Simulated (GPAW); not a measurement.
# KBr (Fm-3m): refractive index against wavelength

The refractive index of KBr (Fm-3m) below the direct gap (4.44 eV on the mesh) is read from one computed spectrum, n = √(Re ε).

Cell: a, b, c = 4.667, 4.667, 4.667 Å (primitive vectors), 2 atoms.

Method: GPAW 26.7.0, PBE, RPA, k-mesh 9×9×9, local fields up to 50 eV, Lorentzian half width 0.15 eV.

Launch of the response step: `OMP_NUM_THREADS=1 python df.py`. The run took 2.2 min, its band step included, on 1 thread of Arm Neoverse V1, with other jobs on the host.

| wavelength (nm) | photon energy E (eV) | n |
| --- | --- | --- |
| 1064 | 1.165 | 1.5439 |
| 850 | 1.459 | 1.5487 |
| 700 | 1.771 | 1.5552 |
| 633 | 1.959 | 1.5599 |
| 532 | 2.331 | 1.5711 |
| 450 | 2.755 | ? |
| 405 | 3.061 | 1.6029 |

In the single-oscillator model n² − 1 = E₀E_d/(E₀² − E²), so 1/(n² − 1) = E₀/E_d − E²/(E₀E_d) is linear in E².

Working, on the rows shown:

| x = E² (eV²) | y = 1/(n² − 1) |
| --- | --- |
| 1.35784 | 0.722738 |
| 2.12762 | 0.715066 |
| 3.13716 | 0.704897 |
| 3.83641 | 0.697696 |
| 5.43137 | 0.681034 |
| 9.37179 | 0.637231 |

Means: x̄ = 4.2104, ȳ = 0.69311. Σ(x − x̄)(y − ȳ) = -0.4478, Σ(x − x̄)² = 41.9. Slope = -0.4478 / 41.9 = -0.01069; intercept = ȳ − slope · x̄ = 0.73811. Turned back into n, the line misses the rows shown by at most 0.00067.

Problem. Predict the last column of the withheld row from the fit.

Solution. At x = 7.5912 the line gives y = 0.65698, that is 1.5881. The run gave 1.5877, so the interpolation is off by 0.00042, 0.7 % of the range in the table.

Refitted with all rows, the slope is -0.01066 and the intercept 0.73804. These give E₀ = √(intercept/−slope) = 8.32 eV and E_d = E₀/intercept = 11.3 eV; E₀ is 1.9 times the direct gap. The electronic limit at long wavelengths, without lattice vibrations, is n = √(1 + 1/intercept) = 1.535. Excitons are left out; PBE gaps are as a rule too small. The values come from a sum over the points of one k-mesh and carry its error, which grows as the direct gap shrinks. Spin-orbit coupling is left out.
